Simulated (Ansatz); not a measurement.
# AlNi (Pm-3m): the Drude term of Re ε in the infrared

Re ε of AlNi (Pm-3m) at low photon energies is read from one computed spectrum; the carriers' damping was typed as γ = 0.05 eV.

Cell: a, b, c = 2.881, 2.881, 2.881 Å (primitive vectors), 2 atoms.

Method: Ansatz 0.2.0, PBE, independent particles, k-mesh 14×14×14 with interpolation inside its cells, Gaussian parameter 0.1 eV.

Launch of the response step: `ansatz run input.yaml --threads 4 --pin off --max-ram 8192MiB --backend cpu --events-out ev --progress --plain --runs-dir out`. The run took 30 s, on 4 threads of AMD EPYC (Zen 3), with other jobs on the host.

```
photon energy E (eV)  wavelength (µm)    Re ε
                0.25             4.96       ?
                0.30             4.13  -549.9
                0.35             3.54  -408.4
                0.40             3.10  -312.6
                0.50             2.48  -196.5
                0.60             2.07  -132.4
                0.70             1.77   -93.5
```

A Drude term over a constant background gives Re ε = ε_b − ωp²/(E² + γ²), linear in 1/(E² + γ²).

Working, on the rows shown:

| x = 1/(E² + γ²) (eV⁻²) | y = Re ε |
| --- | --- |
| 10.8108 | -549.9 |
| 8 | -408.4 |
| 6.15385 | -312.6 |
| 3.9604 | -196.5 |
| 2.75862 | -132.4 |
| 2.03046 | -93.5 |

Means: x̄ = 5.619, ȳ = -282.22. Σ(x − x̄)(y − ȳ) = -2954, Σ(x − x̄)² = 56.72. Slope = -2954 / 56.72 = -52.09; intercept = ȳ − slope · x̄ = 10.459. The line misses the rows shown by at most 2.7.

Task: Predict the last column of the withheld row from the fit.

Result: At x = 15.385 the line gives y = -790.87. The run gave -775.1, so the extrapolation is off by 16, 2 % of the range in the table.

Refitted with all rows, the slope is -51.13 and the intercept 6.024. These give ωp = √(−slope) = 7.15 eV, against 7.13 eV from the program's Fermi-surface sum, and an intercept of 6.0. Taking the program's Drude term off the rows leaves 8 at the lowest energy and 10 at the highest, so the background isn't constant: interband transitions lie in or near the window, and neither fitted number can be trusted. The cell comes from an older database entry, whose edges can be off by a per cent or so. The values come from a sum over the points of one k-mesh and carry its error, which is largest for Fermi-surface quantities.

[Logs are printed without paths, hosts, clocks, repeated set-up lines and the standing remarks that a program may print on its own settings, such as how far it seeks lower states.]
